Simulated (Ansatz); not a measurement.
# How fast states decay through NaGeI3, part 2 of 3

A new crystal, NaGeI3: structure, gap and complex bands. It is built by putting Na for Cs, I for Br in the CsGeBr3 structure of space group Cm, with the volume rescaled by atomic radii. The parent structure comes from the Materials Project.

Ansatz 0.2.0; LDA DFT, plane waves, PAW files (the session's first sound run).

So far, gap on path (eV): step 3 (the bulk crystal and its band edges) 0.758.

The structure was built from a prototype and need not be the compound's stable phase.

## Step 4: Complex bands

This step: LDA DFT, plane waves, PAW files; complex bands by layer matching along the plane's normal (Ansatz 0.2.0).

The same crystal is laid in a cell whose first two vectors span the (001) plane (indices of the standard conventional cell, whose axes can be ordered otherwise than in the bulk input). At fixed energy and wavevector in the plane the solver finds all kz, real and complex. A few wavevectors are listed, (0, 0) and (-0.5, -0.5) in units of the plane's reciprocal vectors; the slowest state needn't be among them.

File input.yaml:

```yaml
crystal:
  lattice:
    - [5.928436025, 0.0, 0.0]
    - [0.699539961, 5.887019411, 0.0]
    - [-0.058596383, -0.05204576, 5.737386029]
  atoms:
    - { symbol: Na, position: [0.7628967564, 0.7628967564, 0.5982821529] }
    - { symbol: Ge, position: [0.3964988383, 0.3964988383, 0.1113871323] }
    - { symbol: I, position: [0.424328112, 0.424328112, 0.5992127184] }
    - { symbol: I, position: [0.4675001897, 0.9345761037, 0.0991089982] }
    - { symbol: I, position: [0.9345761037, 0.4675001897, 0.0991089982] }
kpoints:
  mp_grid: { grid: [4, 4, 4] }
scf:
  occupations: { method: fixed }
hamiltonian:
  xc: lda
output:
  eigenvalues: true
  transmission:
    leads: [[0, 0]]
    kpoints: [[0.0, 0.0], [-0.5, -0.5]]
    e_range: [-1.0, 1.76]
    de: 0.07
```

Command:

```console
$ ansatz run input.yaml --threads 2 --pin off --max-ram 4096MiB --backend cpu --events-out ev --progress --plain --runs-dir out
```

Numbers of over 12 decimals in the logs are rounded to 6 here.

The log of the run:

```text
[...]
Crystal: 5 atoms, lattice volume = 200.239 Å³
Basis set: ecut = 420 eV, 3897 PW (Γ)
Bands: 45, of which v1, the nominal top of the filled ones, is band 37 counted from 1 (36 counted from 0)
Symmetry: 2 space group operations
[...]
k-points: 24 of 64 (time reversal used)
[...]
SCF iter   1: F=—  HF=-27752.655171 eV  |F-HF|=—  |Δ(HF+E_count)|=         —  Δρ=4.56e-3  dr2=2.03e-2  ethr=1.77e-3  ⟨swp⟩=5.1  Hψ=3836  notcnv=0  defer=121
[...]
SCF iter   8: F=-27752.647613 eV  HF=-27752.647613 eV  |F-HF|=2.33e-8  |Δ(HF+E_count)|=   5.08e-7  Δρ=2.07e-6  dr2=1.32e-8  ethr=1.35e-10  ⟨swp⟩=14.2  Hψ=5133  notcnv=0
SCF 1 converged in 8 iterations: F = -27752.647613 eV  dr2 = 1.32e-8
[...]
transmission: 8 of 16 steps passed
transmission: 16 of 16 steps passed
SCF converged after 8 iterations
Free energy (F): -27752.647613 eV
[...]
Internal energy: -27752.647613 eV  (E = F + TS)
E sigma→0 (E₀):  -27752.647613 eV
Fermi energy:    4.087347 eV
[...]
--- Band table (eV; the first three rows and the last of 24) ---
  k-point 0: bands = [... 33 lower, 2.2991, 2.3396, 2.4723, 2.8295, 6.1070, 7.2935, 7.9946, 8.4385, ... 4 higher]
  k-point 1: bands = [... 33 lower, 2.1255, 2.3001, 2.3197, 2.8386, 6.7735, 7.2508, 7.5791, 8.8810, ... 4 higher]
  k-point 2: bands = [... 33 lower, 2.0716, 2.1738, 2.8482, 3.2362, 5.4065, 7.4091, 8.0497, 8.2344, ... 4 higher]
  k-point 23: bands = [... 33 lower, 2.9214, 3.1354, 3.2078, 4.0873, 4.8996, 5.0817, 5.4342, 6.6893, ... 4 higher]
--- Transmission ---
  basis      : 303 plane waves across, 8 finite elements along
  points     : 2, as listed
  energies   : 40 from -1.000000 to 1.730000 eV about the Fermi level, 0.070000 eV apart; the leads are filled to 0.406114 eV, and channels, transmission and decay are at 0.400000 eV
  crystal 0  : I3Ge1Na1, at the sites [0, 0], period 5.7374 Å: whole cells are its period
    offset         : up to 0.0000 Å between an atom of the period and one for which it stands
    channels       : 0.000000e0 a spin
    conductance    : none, the energies end too early or step too widely for 300 K: set another output.transmission.e_range or a lower de, or, where they end at an eighth of basis.ecutwfc, a higher one
    slowest decay  : 0.0613 /Å at (-0.5000, -0.5000)
```

Run time: 66 s. Hardware: 2 threads of Arm Neoverse V1, shared host; peak memory 1 GiB.

Numbers from this step:

| Quantity | Value |
| --- | --- |
| level to which the leads are filled | 0.4061 eV from the Fermi level |
| decay constant at the filling level, zone centre | 0.1044 Å⁻¹ |
| decay constant at the filling level, slowest listed point | 0.0613 Å⁻¹ |

K parallel (0, 0); values up to 1.5 1/Å, a degenerate pair printed once or twice; energies at which all values exceed this have no row. Table of Im kz of the slowest decaying states by energy, zero at the highest filled level on the SCF mesh:

```tsv
energy (eV)	decay 1 (Å⁻¹)	decay 2 (Å⁻¹)	decay 3 (Å⁻¹)	decay 4 (Å⁻¹)
-1.00	0.317	0.357	0.666	0.751
-0.86	0.331	0.376	0.733	0.762
-0.72	0.0549	0.341	0.392	0.769
-0.58	0.0750	0.342	0.357	0.405
-0.44	0.0877	0.341	0.371	0.415
-0.30	0.0962	0.340	0.381	0.424
-0.16	0.102	0.338	0.389	0.431
-0.02	0.105	0.335	0.396	0.437
0.12	0.107	0.331	0.402	0.441
0.26	0.106	0.326	0.406	0.445
0.40	0.104	0.319	0.409	0.447
0.47	0.103	0.315	0.410	0.448
0.61	0.0981	0.306	0.412	0.449
0.75	0.0915	0.296	0.413	0.449
0.89	0.0824	0.284	0.414	0.448
1.03	0.0699	0.270	0.413	0.447
1.17	0.0519	0.255	0.412	0.445
1.31	0.0132	0.237	0.410	0.442
1.45	0.216	0.408	0.439	0.744
1.59	0.190	0.405	0.435	0.737
1.73	0.159	0.402	0.430	0.728
```

K parallel (-0.5, -0.5); values up to 1.5 1/Å, a degenerate pair printed once or twice; energies at which all values exceed this have no row. The Im kz of the slowest decaying states by energy, zero at the highest filled level on the SCF mesh:

```tsv
energy (eV)	decay 1 (Å⁻¹)	decay 2 (Å⁻¹)	decay 3 (Å⁻¹)	decay 4 (Å⁻¹)
-1.00	0.146	0.240	0.529	0.594
-0.79	0.172	0.211	0.257	0.346
-0.58	0.230	0.247	0.481	0.600
-0.44	0.258	0.262	0.519	0.617
-0.23	0.273	0.286	0.530	0.611
-0.02	0.272	0.301	0.526	0.585
0.19	0.0522	0.259	0.307	0.516
0.40	0.0613	0.231	0.303	0.504
0.54	0.0601	0.199	0.295	0.495
0.75	0.0475	0.110	0.274	0.479
0.96	0.0213	0.238	0.447	0.461
1.17	0.175	0.400	0.441	0.530
1.31	0.0818	0.0850	0.352	0.426
1.52	0.296	0.399	0.477	0.703
1.73	0.322	0.368	0.436	0.695
```

K parallel (-0.5, -0.5). The Re kz of states that move upwards by energy, zero at the highest filled level on the SCF mesh:

```tsv
energy (eV)	channel 1 (Å⁻¹)	channel 2 (Å⁻¹)
-1.00	0.453	-
-0.93	-	-
-0.86	-	-
-0.79	-	-
-0.72	0.0415	-
-0.65	0.228	-
-0.58	0.301	-
-0.51	0.348	-
-0.44	0.382	-
-0.37	0.408	-
-0.23	0.452	-
-0.16	0.471	-
-0.09	0.491	-
-0.02	0.517	-
0.05	-	-
0.12	-	-
0.19	-	-
0.26	-	-
0.33	-	-
0.40	-	-
0.47	-	-
0.54	-	-
0.61	-	-
0.68	-	-
0.75	-	-
0.82	-0.525	-
0.89	-0.438	-
0.96	-0.384	-
1.10	-0.518	-0.286
1.17	-0.506	-0.231
1.24	-0.496	-0.159
1.31	-0.486	-
1.38	-0.477	-0.474
1.45	-0.469	-0.404
1.52	-0.460	-0.350
1.59	-0.452	-0.298
1.66	-0.445	-0.243
1.73	-0.437	-0.177
```

At the listed wavevectors the last open channel is at -0.02 eV and the next at +0.82 eV on the grid. At +0.40 eV, the grid energy nearest the filling level (the middle of the gap on the SCF mesh), the slowest state at the listed wavevectors decays with κ = 0.0613 Å⁻¹, its amplitude falling by e over 16 Å. Through 1 nm of this crystal that state's transmission falls by exp(−2 × 0.0613 Å⁻¹ × 10 Å) = 0.29.

## Step 5: Decay over the two-dimensional zone

The listed points could miss the slowest state, so one energy near mid-gap is solved on a mesh of 6×6.

input.yaml: that of step 4 with these lines changed.

```diff
@@ -19,6 +19,2 @@
   eigenvalues: true
-  transmission:
-    leads: [[0, 0]]
-    kpoints: [[0.0, 0.0], [-0.5, -0.5]]
-    e_range: [-1.0, 1.76]
-    de: 0.07
+  transmission: { leads: [[0, 0]], kmesh: [6, 6], e_range: [0.38, 0.39], de: 0.05 }
```

The log of the run:

```text
[...]
Crystal: 5 atoms, lattice volume = 200.239 Å³
Basis set: ecut = 420 eV, 3897 PW (Γ)
Bands: 45, of which v1, the nominal top of the filled ones, is band 37 counted from 1 (36 counted from 0)
Symmetry: 2 space group operations
[...]
k-points: 24 of 64 (time reversal used)
[...]
SCF iter   1: F=—  HF=-27752.655171 eV  |F-HF|=—  |Δ(HF+E_count)|=         —  Δρ=4.56e-3  dr2=2.03e-2  ethr=1.77e-3  ⟨swp⟩=5.1  Hψ=3836  notcnv=0  defer=121
[...]
SCF iter   8: F=-27752.647613 eV  HF=-27752.647613 eV  |F-HF|=2.33e-8  |Δ(HF+E_count)|=   5.08e-7  Δρ=2.07e-6  dr2=1.32e-8  ethr=1.35e-10  ⟨swp⟩=14.2  Hψ=5133  notcnv=0
SCF 1 converged in 8 iterations: F = -27752.647613 eV  dr2 = 1.32e-8
[...]
transmission: 32 of 104 steps passed
transmission: 64 of 104 steps passed
transmission: 96 of 104 steps passed
transmission: 104 of 104 steps passed
SCF converged after 8 iterations
Free energy (F): -27752.647613 eV
[...]
Internal energy: -27752.647613 eV  (E = F + TS)
E sigma→0 (E₀):  -27752.647613 eV
Fermi energy:    4.087347 eV
[...]
--- Band table (eV; the first three rows and the last of 24) ---
  k-point 0: bands = [... 33 lower, 2.2991, 2.3396, 2.4723, 2.8295, 6.1070, 7.2935, 7.9946, 8.4385, ... 4 higher]
  k-point 1: bands = [... 33 lower, 2.1255, 2.3001, 2.3197, 2.8386, 6.7735, 7.2508, 7.5791, 8.8810, ... 4 higher]
  k-point 2: bands = [... 33 lower, 2.0716, 2.1738, 2.8482, 3.2362, 5.4065, 7.4091, 8.0497, 8.2344, ... 4 higher]
  k-point 23: bands = [... 33 lower, 2.9214, 3.1354, 3.2078, 4.0873, 4.8996, 5.0817, 5.4342, 6.6893, ... 4 higher]
--- Transmission ---
  basis      : 303 plane waves across, 8 finite elements along
  points     : 13, standing for a mesh of 6 x 6
  energies   : 1 from 0.380000 to 0.380000 eV about the Fermi level; the leads are filled to 0.406114 eV, and channels, transmission and decay are at 0.380000 eV
  crystal 0  : I3Ge1Na1, at the sites [0, 0], period 5.7374 Å: whole cells are its period
[...]
channels       : 0.000000e0 a spin
    conductance    : none, crystal 0 has no channel at the energies, or these end too early or step too widely for 300 K: set another output.transmission.e_range or a lower de, or, where they end at an eighth of basis.ecutwfc, a higher one
    slowest decay  : 0.0611 /Å at (0.5000, 0.5000)
```

Wall time 70 s (2 threads); peak memory 1.2 GiB; 2.3 min of CPU time.

This step gave:

```yaml
least_decay_constant_on_the_mesh: 0.0611 Å⁻¹
```

Slowest decay constant (1/Å; 0 where a channel is open) over k1 and k2. At 0.3800 eV from the Fermi level.

Ten even steps from '_' (0.061) to '@' (0.105):
```
__--**##**==
--**%%@@%%**
==##@@@@@@##
--**%%@@%%**
__==**##**--
____--==--__
```
Columns: k1 (b1) from -0.5 to 0.333; rows upwards: k2 (b2) from -0.5 to 0.333.

The least value on the mesh is 0.0611 Å⁻¹ at +0.38 eV. At that energy the listed points give about 0.0609 Å⁻¹ by interpolation, so the mesh holds no clearly slower state.

## Step 6: Band edges at another level

This step: PBEsol DFT, plane waves, PAW files (Ansatz 0.2.0).

The edges again with PBEsol, at the same atoms.

File input.yaml:

```yaml
crystal:
  lattice:
    - [4.4318495033, -3.9369515998, 0.0739985418]
    - [4.4318495033, 3.9369515998, 0.0739985418]
    - [-0.1741456066, 0.0, 5.7352780276]
  atoms:
    - { symbol: Na, position: [0.7628967564, 0.7628967564, 0.5982821529] }
    - { symbol: Ge, position: [0.3964988383, 0.3964988383, 0.1113871323] }
    - { symbol: I, position: [0.424328112, 0.424328112, 0.5992127184] }
    - { symbol: I, position: [0.4675001897, 0.9345761037, 0.0991089982] }
    - { symbol: I, position: [0.9345761037, 0.4675001897, 0.0991089982] }
kpoints:
  mp_grid: { grid: [4, 4, 4] }
  band_path: { path: [VBM, CBM], npoints: 30 }
scf:
  occupations: { method: fixed }
hamiltonian:
  xc: pbesol
output:
  eigenvalues: true
```

The log of the run:

```text
[...]
Crystal: 5 atoms, lattice volume = 200.239 Å³
Basis set: ecut = 420 eV, 3897 PW (Γ)
Bands: 45, of which v1, the nominal top of the filled ones, is band 37 counted from 1 (36 counted from 0)
Symmetry: 2 space group operations
[...]
k-points: 24 of 64 (time reversal used)
[...]
SCF iter   1: F=—  HF=-28029.119305 eV  |F-HF|=—  |Δ(HF+E_count)|=         —  Δρ=2.13e-3  dr2=1.00e-2  ethr=1.77e-3  ⟨swp⟩=5.2  Hψ=3604  notcnv=0  defer=121
[...]
SCF iter   8: F=-28029.114169 eV  HF=-28029.114168 eV  |F-HF|=6.96e-8  |Δ(HF+E_count)|=   7.74e-7  Δρ=1.95e-6  dr2=1.71e-8  ethr=1.35e-10  ⟨swp⟩=14.0  Hψ=5044  notcnv=0
SCF 1 converged in 8 iterations: F = -28029.114169 eV  dr2 = 1.71e-8
[...]
SCF converged after 8 iterations
Free energy (F): -28029.114169 eV
[...]
Internal energy: -28029.114169 eV  (E = F + TS)
E sigma→0 (E₀):  -28029.114169 eV
Fermi energy:    4.340388 eV
[...]
--- Band table (eV; the first three rows and the last of 24) ---
  k-point 0: bands = [... 33 lower, 2.4731, 2.5147, 2.6389, 3.0018, 6.5094, 7.5096, 8.1856, 8.7280, ... 4 higher]
  k-point 1: bands = [... 33 lower, 2.2970, 2.4877, 2.4932, 3.0100, 7.1622, 7.4718, 7.8074, 9.1118, ... 4 higher]
  k-point 2: bands = [... 33 lower, 2.2379, 2.3450, 3.0188, 3.4493, 5.6364, 7.6203, 8.4402, 8.5942, ... 4 higher]
  k-point 23: bands = [... 33 lower, 3.0882, 3.2972, 3.3721, 4.3404, 5.1147, 5.2944, 5.6475, 7.0687, ... 4 higher]
```

Elapsed: 1.7 min, on 2 threads; peak memory 0.59 GiB; 3.4 min of CPU time.

This step gave:

```
free energy         : -28029.1142 eV
Fermi energy        : 4.340 eV
gap on the k-mesh   : 0.7743 eV
gap on path         : 0.7246 eV, by band count; negative where bands overlap
direct gap on path  : 0.7326 eV
edge places on path : 0, 1.493 1/A along the path
```

Electronic bands along the path, in eV, zero at the Fermi level (highest filled level under fixed occupations); # counts the bands kept:

```tsv
point	#7	#8	#9	#10	#11	#12	#13	#14
VBM	-1.26	-1.09	-1.07	0.05	0.78	0.88	1.64	2.78
halfway	-1.98	-1.82	-1.75	-1.23	1.76	3.48	4.20	4.31
CBM	-1.25	-1.04	-0.97	0.00	0.77	0.95	1.31	2.73
```

The searched edges give 0.725 eV, under the 0.774 eV of the mesh, which misses an edge.

For the gap on path, step 3 gave 0.758 eV; this run, with PBEsol, gives 0.725 eV.

## Step 7: Complex bands at another level

This step: PBEsol DFT, plane waves, PAW files; complex bands by layer matching along the plane's normal (Ansatz 0.2.0).

The complex bands at that level, over its own gap, at (0, 0) and (-0.5, -0.5).

input.yaml: that of step 6 with these lines changed.

```diff
@@ -2,5 +2,5 @@
   lattice:
-    - [4.4318495033, -3.9369515998, 0.0739985418]
-    - [4.4318495033, 3.9369515998, 0.0739985418]
-    - [-0.1741456066, 0.0, 5.7352780276]
+    - [5.928436025, 0.0, 0.0]
+    - [0.699539961, 5.887019411, 0.0]
+    - [-0.058596383, -0.05204576, 5.737386029]
   atoms:
@@ -13,3 +13,2 @@
   mp_grid: { grid: [4, 4, 4] }
-  band_path: { path: [VBM, CBM], npoints: 30 }
 scf:
@@ -20 +19,6 @@
   eigenvalues: true
+  transmission:
+    leads: [[0, 0]]
+    kpoints: [[0.0, 0.0], [-0.5, -0.5]]
+    e_range: [-1.0, 1.72]
+    de: 0.07
```

The log of the run:

```text
[...]
Crystal: 5 atoms, lattice volume = 200.239 Å³
Basis set: ecut = 420 eV, 3897 PW (Γ)
Bands: 45, of which v1, the nominal top of the filled ones, is band 37 counted from 1 (36 counted from 0)
Symmetry: 2 space group operations
[...]
k-points: 24 of 64 (time reversal used)
[...]
SCF iter   1: F=—  HF=-28029.119298 eV  |F-HF|=—  |Δ(HF+E_count)|=         —  Δρ=2.13e-3  dr2=1.00e-2  ethr=1.77e-3  ⟨swp⟩=5.2  Hψ=3604  notcnv=0  defer=121
[...]
SCF iter   8: F=-28029.114169 eV  HF=-28029.114168 eV  |F-HF|=6.96e-8  |Δ(HF+E_count)|=   7.75e-7  Δρ=1.94e-6  dr2=1.70e-8  ethr=1.35e-10  ⟨swp⟩=14.0  Hψ=5049  notcnv=0
SCF 1 converged in 8 iterations: F = -28029.114169 eV  dr2 = 1.70e-8
[...]
transmission: 8 of 16 steps passed
transmission: 16 of 16 steps passed
SCF converged after 8 iterations
Free energy (F): -28029.114169 eV
[...]
Internal energy: -28029.114169 eV  (E = F + TS)
E sigma→0 (E₀):  -28029.114169 eV
Fermi energy:    4.340388 eV
[...]
--- Band table (eV; the first three rows and the last of 24) ---
  k-point 0: bands = [... 33 lower, 2.4731, 2.5147, 2.6389, 3.0018, 6.5094, 7.5096, 8.1856, 8.7280, ... 4 higher]
  k-point 1: bands = [... 33 lower, 2.2970, 2.4877, 2.4932, 3.0100, 7.1622, 7.4718, 7.8074, 9.1118, ... 4 higher]
  k-point 2: bands = [... 33 lower, 2.2379, 2.3450, 3.0188, 3.4493, 5.6364, 7.6203, 8.4402, 8.5942, ... 4 higher]
  k-point 23: bands = [... 33 lower, 3.0882, 3.2972, 3.3721, 4.3404, 5.1147, 5.2944, 5.6475, 7.0687, ... 4 higher]
--- Transmission ---
  basis      : 303 plane waves across, 8 finite elements along
  points     : 2, as listed
[...]
crystal 0  : I3Ge1Na1, at the sites [0, 0], period 5.7374 Å: whole cells are its period
[...]
channels       : 0.000000e0 a spin
[...]
slowest decay  : 0.0595 /Å at (-0.5000, -0.5000)
```

Run time: 65 s. Hardware: 2 threads; peak memory 1 GiB.

Numbers from this step:

```
level to which the leads are filled                       : 0.3871 eV from the Fermi level
decay constant at the filling level, zone centre          : 0.1040 Å⁻¹
decay constant at the filling level, slowest listed point : 0.0595 Å⁻¹
```

K parallel (0, 0); values up to 1.5 1/Å, a degenerate pair printed once or twice; energies at which all values exceed this have no row. Im kz of the slowest decaying states against energy, zero at the highest filled level on the SCF mesh:

```tsv
energy (eV)	decay 1 (Å⁻¹)	decay 2 (Å⁻¹)	decay 3 (Å⁻¹)	decay 4 (Å⁻¹)
-1.00	0.331	0.372	0.720	0.769
-0.86	0.0277	0.343	0.389	0.771
-0.72	0.0617	0.353	0.403	0.784
-0.58	0.0791	0.360	0.415	0.789
-0.44	0.0904	0.358	0.374	0.424
-0.30	0.0981	0.356	0.384	0.432
-0.23	0.101	0.355	0.388	0.436
-0.09	0.105	0.352	0.395	0.441
-0.02	0.106	0.350	0.398	0.443
0.05	0.107	0.348	0.401	0.446
0.19	0.107	0.343	0.405	0.449
0.33	0.105	0.338	0.408	0.451
0.47	0.102	0.331	0.410	0.453
0.61	0.0972	0.322	0.412	0.453
0.75	0.0901	0.313	0.412	0.453
0.89	0.0805	0.302	0.412	0.452
0.96	0.0745	0.296	0.412	0.451
1.10	0.0587	0.283	0.411	0.449
1.24	0.0323	0.268	0.409	0.447
1.38	0.251	0.407	0.443	0.757
1.52	0.231	0.404	0.439	0.750
1.66	0.208	0.400	0.435	0.743
```

K parallel (-0.5, -0.5); values up to 1.5 1/Å, a degenerate pair printed once or twice; energies at which all values exceed this have no row. Table of Im kz of the slowest decaying states by energy, zero at the highest filled level on the SCF mesh:

```tsv
energy (eV)	decay 1 (Å⁻¹)	decay 2 (Å⁻¹)	decay 3 (Å⁻¹)	decay 4 (Å⁻¹)
-1.00	0.0693	0.178	0.256	0.426
-0.79	0.201	0.203	0.229	0.376
-0.65	0.237	0.250	0.472	0.608
-0.44	0.269	0.274	0.539	0.627
-0.23	0.276	0.297	0.550	0.611
-0.02	0.272	0.309	0.545	0.586
0.12	0.0433	0.262	0.311	0.539
0.33	0.0583	0.236	0.308	0.528
0.54	0.0578	0.187	0.295	0.514
0.68	0.0508	0.127	0.280	0.494
0.89	0.0279	0.246	0.460	0.489
1.10	0.188	0.418	0.470	0.540
1.31	0.155	0.345	0.448	0.511
1.45	0.294	0.432	0.489	0.707
1.66	0.324	0.404	0.451	0.699
```

K parallel (-0.5, -0.5). Table of Re kz of states that move upwards by energy, zero at the highest filled level on the SCF mesh:

```tsv
energy (eV)	channel 1 (Å⁻¹)	channel 2 (Å⁻¹)
-1.00	-	-
-0.93	-	-
-0.86	-	-
-0.79	-	-
-0.72	0.136	-
-0.65	0.253	-
-0.58	0.314	-
-0.51	0.356	-
-0.44	0.387	-
-0.37	0.412	-
-0.30	0.434	-
-0.23	0.454	-
-0.16	0.473	-
-0.09	0.492	-
-0.02	0.518	-
0.05	-	-
0.12	-	-
0.19	-	-
0.26	-	-
0.40	-	-
0.47	-	-
0.54	-	-
0.61	-	-
0.68	-	-
0.75	-	-
0.82	-0.466	-
0.89	-0.404	-
0.96	-0.354	0.547
1.03	-0.525	-0.306
1.10	-0.512	-0.255
1.17	-0.501	-0.194
1.24	-0.491	-0.0929
1.31	-0.532	-0.482
1.38	-0.473	-0.430
1.45	-0.465	-0.372
1.52	-0.457	-0.320
1.59	-0.449	-0.268
1.66	-0.441	-0.208
```

At the listed wavevectors the last open channel is at -0.02 eV and the next at +0.82 eV on the grid. At +0.40 eV, the grid energy nearest the filling level (the middle of the gap on the SCF mesh), the slowest state at the listed wavevectors decays with κ = 0.0595 Å⁻¹, its amplitude falling by e over 17 Å; the first such run, plane (001), gave 0.0613 Å⁻¹.

(Continued in part 3 of 3.)

[Logs are printed without paths, hosts, clocks, repeated set-up lines and the standing remarks that a program may print on its own settings, such as how far it seeks lower states.]

[Hosts, paths, dates, database ids (printed as entryN), source tags and the programs' standing remarks are cut or masked in the printed files.]
